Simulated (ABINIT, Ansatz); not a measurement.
# Converging GW for CdBr2 (P6_3mc) in ABINIT, part 2 of 2

What does each rung of G0W0 on CdBr2 (P6_3mc) cost, and what does it buy?

ABINIT 10.8.3; LDA and many-body steps on it, plane waves. Known limits of the many-body steps: not at the basis limit; no spin-orbit coupling; coarse k mesh.

So far. Step 3 (Screening, 3×3×1 mesh, 84 bands, screening to 76.2 eV): Local fields lower ε∞ by 12 %. On a Γ-centred mesh this coarse the value itself is usually too large, while a short band sum pulls it down. Step 4 (84 bands, 76.2 eV): The gap on the mesh goes from 2.53 eV to 4.41 eV, a correction of +1.88 eV.

The database entry behind the starting cell has ideal inner coordinates that were not refined, so it need not match the best structure at ambient conditions.

### 6. 197 bands, 141.5 eV

This step: G0W0 on LDA, plane waves, norm-conserving pseudopotentials.

File run.abi:

```
acell 3*1.0 Angstrom
rprim 
  3.985000000011 -0.000000000003 0.000000000000
  -1.992500000003 3.451111234092 0.000000000000
  0.000000000000 0.000000000000 12.561000000000
ntypat 2
znucl 48 35
natom 6
typat 1 1 2 2 2 2
xred 
  0.333333333333 0.666666666667 0.375000000000
  0.666666666667 0.333333333333 0.875000000000
  0.333333333333 0.666666666667 0.000000000000
  0.666666666667 0.333333333333 0.500000000000
  0.000000000000 0.000000000000 0.250000000000
  0.000000000000 0.000000000000 0.750000000000
pp_dirpath "pseudos"
pseudos "Cd.upf, Br.upf"
ecut 47
ngkpt 3 3 1
nshiftk 1
shiftk 0 0 0
kptopt 1
chksymbreak 0
istwfk *1
occopt 1
irdwfk 1
optdriver 4
nband 197
gwcalctyp 0
ecutsigx 47
symsigma 1
nkptgw 1
kptgw 
  0.0000000000 0.0000000000 0.0000000000
bdgw 
  33 36
ecuteps 5.2
irdscr 1
ppmodel 1
indata_prefix "in"
outdata_prefix "out"
tmpdata_prefix "tmp"
```

Command:

```sh
> OMP_NUM_THREADS=1 mpirun -n 4 abinit run.abi > log
```

Numbers of over 12 decimals in the logs are rounded to 6 here.

Log:

```text
.Version 10.8.3 of ABINIT. v10.8.2 released Aug 2026.

 Symmetries : space group P6_3 m c (#186); Bravais hP (primitive hexag.)
[... echo of the input left out ...]
== DATASET  1 ==================================================================
-   mpi_nproc: 4, omp_nthreads: 1 (-1 if OMP is not activated)

--- !DatasetInfo
iteration_state: {dtset: 1, }
dimensions: {natom: 6, nkpt: 3, mband: 197, nsppol: 1, nspinor: 1, nspden: 1, mpw: 18043, }
cutoff_energies: {ecut:  47.0, pawecutdg:  -1.0, }
electrons: {nelect:   6.80000000E+01, charge:   0.00000000E+00, occopt:   1.00000000E+00, tsmear:   1.00000000E-02, }

 SIGMA: Calculation of the GW corrections

 Based on a program developped by R.W. Godby, V. Olevano, G. Onida, and L. Reining.
 Incorporated in ABINIT by V. Olevano, G.-M. Rignanese, and M. Torrent.
.Using double precision arithmetic ; gwpc =  8

[... cell and pseudopotentials left out ...]
--------------------------------------------------------------------------------

 ==== K-mesh for the wavefunctions ====
 Number of points in the irreducible wedge :     3
[... list of points left out ...]
 Together with 12 symmetry operations and time-reversal symmetry
 yields     9 points in the full Brillouin Zone.

 ==== Q-mesh for screening function ====
 Number of points in the irreducible wedge :     3
[... list of points left out ...]
 Together with 12 symmetry operations and time-reversal symmetry
 yields     9 points in the full Brillouin Zone.

 vcoul_init : cutoff-mode = AUXILIARY_FUNCTION
 q-points for optical limit:   1
     1)      0.000010    0.000020    0.000030
 setmesh: FFT mesh size selected  =    45x   45x  150
          total number of points  =       303750

 Number of electrons calculated from density =   68.0000; Expected =   68.0000
[...]
number of k-points in IBZ                           3
 number of q-points in IBZ                           3
 number of symmetry operations                      12
 number of k-points in BZ                            9
 number of q-points in BZ                            9
 number of frequencies for dSigma/dE                 9
 frequency step for dSigma/dE [eV]                0.25
 number of omega for Sigma on real axis              0
 max omega for Sigma on real axis  [eV]           0.00
 zcut for avoiding poles [eV]                     0.10

 EPSILON^-1 parameters (SCR file):
 dimension of the eps^-1 matrix on file            649
 dimension of the eps^-1 matrix used               649
 number of plane-waves for wavefunctions         18043
 number of bands                                   197
 number of q-points in IBZ                           3
 number of frequencies                               2
 number of real frequencies                          1
 number of imag frequencies                          1

 matrix elements of self-energy operator (all in [eV])

 Perturbative Calculation

--- !SelfEnergy_ee
iteration_state: {dtset: 1, }
kpoint     : [   0.000,    0.000,    0.000, ]
spin       : 1
KS_gap     :    2.527
QP_gap     :    4.286
Delta_QP_KS:    1.759
data: !SigmaeeData |
     Band     E0 <VxcDFT>   SigX SigC(E0)      Z dSigC/dE  Sig(E)    E-E0       E
       33   1.953 -14.386 -18.109   2.750   0.794  -0.260 -15.158  -0.773   1.180
       34   1.953 -14.386 -18.109   2.750   0.794  -0.260 -15.158  -0.773   1.180
       35   4.480 -11.189  -6.791  -3.199   0.823  -0.215 -10.202   0.987   5.466
       36   5.830 -12.769  -8.237  -3.176   0.813  -0.230 -11.666   1.103   6.933

== END DATASET(S) ==============================================================
================================================================================

 -outvars: echo values of variables after computation  --------
           etotal      0.0000000000E+00
            nband         197
             nkpt           3
          spgroup         186
 [... the other variables as echoed above ...]

 Calculation completed.
```

The job ended after 16 s (4 MPI ranks of Intel Xeon Platinum 8559C (Emerald Rapids), shared host; peak memory 1.7 GiB).

This step gave:

```
G0W0 gap on the points computed              : 4.286 eV
starting gap on the mesh                     : 2.527 eV
k of the valence top                         : 0, 0, 0
k of the conduction bottom                   : 0, 0, 0
Z at the valence top                         : 0.794
Z at the conduction bottom                   : 0.823
least direct G0W0 gap on the computed points : 4.286 eV
```

Against G0W0 in ABINIT (3×3×1 mesh, 84 bands, screening to 76.2 eV, Godby-Needs plasmon pole), the gap moves by −0.119 eV.

### 7. Screening, 3×3×1 mesh, 435 bands, screening to 217.7 eV

This step: RPA screening on LDA, plane waves, norm-conserving pseudopotentials.

run.abi: that of step 6 with these lines changed.

```diff
@@ -27,15 +27,8 @@
 irdwfk 1
-optdriver 4
-nband 197
-gwcalctyp 0
-ecutsigx 47
-symsigma 1
-nkptgw 1
-kptgw 
-  0.0000000000 0.0000000000 0.0000000000
-bdgw 
-  33 36
-ecuteps 5.2
-irdscr 1
-ppmodel 1
+optdriver 3
+nband 435
+ecuteps 8
+inclvkb 2
+awtr 1
+symchi 1
 indata_prefix "in"
```

Log:

```text
.Version 10.8.3 of ABINIT. v10.8.2 released Aug 2026.

 Symmetries : space group P6_3 m c (#186); Bravais hP (primitive hexag.)
[... echo of the input left out ...]
== DATASET  1 ==================================================================
-   mpi_nproc: 4, omp_nthreads: 1 (-1 if OMP is not activated)

--- !DatasetInfo
iteration_state: {dtset: 1, }
dimensions: {natom: 6, nkpt: 3, mband: 435, nsppol: 1, nspinor: 1, nspden: 1, mpw: 18043, }
cutoff_energies: {ecut:  47.0, pawecutdg:  -1.0, }
[...]
--------------------------------------------------------------------------------
[... chi0 elements left out ...]
 For q-point:  0.000010 0.000020 0.000030
  dielectric constant =   5.3803
  dielectric constant without local fields =   6.1212

  Average fulfillment of the sum rule on Im[epsilon] for q-point    1 :     83.71  [%]
[... wings left out ...]
  q-point number  2        q = ( 0.333333, 0.000000, 0.000000) [r.l.u.]
--------------------------------------------------------------------------------
[... chi0 elements left out ...]
  Average fulfillment of the sum rule on Im[epsilon] for q-point    2 :     82.81  [%]

 [... 1 further q-points ...]
```

It took 6.7 min on 4 MPI ranks; peak memory 3.8 GiB; 27 min of CPU time.

This step gave:

* ε∞ with local fields, on this mesh, along the program's q direction: 5.380
* the same without local fields: 6.121
* plasma frequency: 23.30 eV
* plane waves in the screening matrix: 1267

### 8. 435 bands, 217.7 eV

This step: G0W0 on LDA, plane waves, norm-conserving pseudopotentials.

run.abi: that of step 7 with these lines changed.

```diff
@@ -27,8 +27,15 @@
 irdwfk 1
-optdriver 3
+optdriver 4
 nband 435
+gwcalctyp 0
+ecutsigx 47
+symsigma 1
+nkptgw 1
+kptgw 
+  0.0000000000 0.0000000000 0.0000000000
+bdgw 
+  33 36
 ecuteps 8
-inclvkb 2
-awtr 1
-symchi 1
+irdscr 1
+ppmodel 1
 indata_prefix "in"
```

Log:

```text
.Version 10.8.3 of ABINIT. v10.8.2 released Aug 2026.

 Symmetries : space group P6_3 m c (#186); Bravais hP (primitive hexag.)
[... echo of the input left out ...]
== DATASET  1 ==================================================================
-   mpi_nproc: 4, omp_nthreads: 1 (-1 if OMP is not activated)

--- !DatasetInfo
iteration_state: {dtset: 1, }
dimensions: {natom: 6, nkpt: 3, mband: 435, nsppol: 1, nspinor: 1, nspden: 1, mpw: 18043, }
cutoff_energies: {ecut:  47.0, pawecutdg:  -1.0, }
[...]
34   1.953 -14.386 -18.109   2.365   0.790  -0.265 -15.459  -1.074   0.879
       35   4.480 -11.189  -6.791  -3.497   0.821  -0.218 -10.450   0.739   5.219
       36   5.830 -12.769  -8.237  -3.558   0.811  -0.232 -11.979   0.790   6.620

== END DATASET(S) ==============================================================
================================================================================

 -outvars: echo values of variables after computation  --------
           etotal      0.0000000000E+00
            nband         435
             nkpt           3
          spgroup         186
 [... the other variables as echoed above ...]

 Calculation completed.
```

Run time: 100 s. Hardware: 4 MPI ranks; peak memory 4.2 GiB; 6.6 min of CPU time.

This step gave:

| Property | Result |
| --- | --- |
| G0W0 gap on the points computed | 4.34 eV |
| starting gap on the mesh | 2.527 eV |
| k of the valence top | 0, 0, 0 |
| k of the conduction bottom | 0, 0, 0 |
| least direct G0W0 gap on the computed points | 4.34 eV |

Against G0W0 in ABINIT (3×3×1 mesh, 197 bands, screening to 141.5 eV, Godby-Needs plasmon pole), the gap moves by +0.054 eV.

### 9. The runs together

Times are wall times on 4 MPI ranks of Intel Xeon Platinum 8559C (Emerald Rapids), shared host, good to a factor of about two. A run's time includes the screening step that it read.

```csv
run,mesh,bands,screening cutoff (eV),DFT gap (eV),gap on the mesh (eV),direct (eV),ε∞ used,time
"84 bands, 76.2 eV",3×3×1,84,76.2,2.527,4.405,4.405,5.31,51 s
"197 bands, 141.5 eV",3×3×1,197,141.5,2.527,4.286,4.286,5.37,2.5 min
"435 bands, 217.7 eV",3×3×1,435,217.7,2.527,4.340,4.340,5.38,8.4 min
```

### 10. Outcome

```yaml
84_bands_76p2_ev: 4.405 eV
197_bands_141p5_ev: 4.286 eV
435_bands_217p7_ev: 4.340 eV
known_limits: not at the basis limit; no spin-orbit coupling; coarse k mesh
```

**Reading.** From the first rung to the last the gap moves by −0.07 eV for 9.8 times the time. The gap turns back along the series, so no limit is drawn from it. In the G0W0 runs levels were corrected at 1 k point alone, so a gap called «on the mesh» is the least over those, and an edge elsewhere would be missed. The 3×3×1 mesh is coarse for this cell, which bears on the long-range parts of exchange and screening. The many-body steps are scalar-relativistic: spin-orbit coupling is not in them.

[Paths, hosts, dates, memory and timing lines, banners, echoed tables and standing remarks are left out of the program output.]

[Logs are printed without paths, hosts, clocks, repeated set-up lines and the standing remarks that a program may print on its own settings, such as how far it seeks lower states.]

[Runs of the session that timed out or met a known fault of the program may be left out.]

[Hosts, paths, dates, database ids (printed as entryN), source tags and the programs' standing remarks are cut or masked in the printed files.]

[G0W0 gaps are taken among the corrected bands and points alone; a level outside them can change the order at an edge.]

[Where Ansatz stands beside ABINIT at settings called matched, ABINIT's density can come from a denser mesh and the files from another edition; pairs whose starting gaps differed by over 0.03 eV were left out, so agreement reads better than it is.]
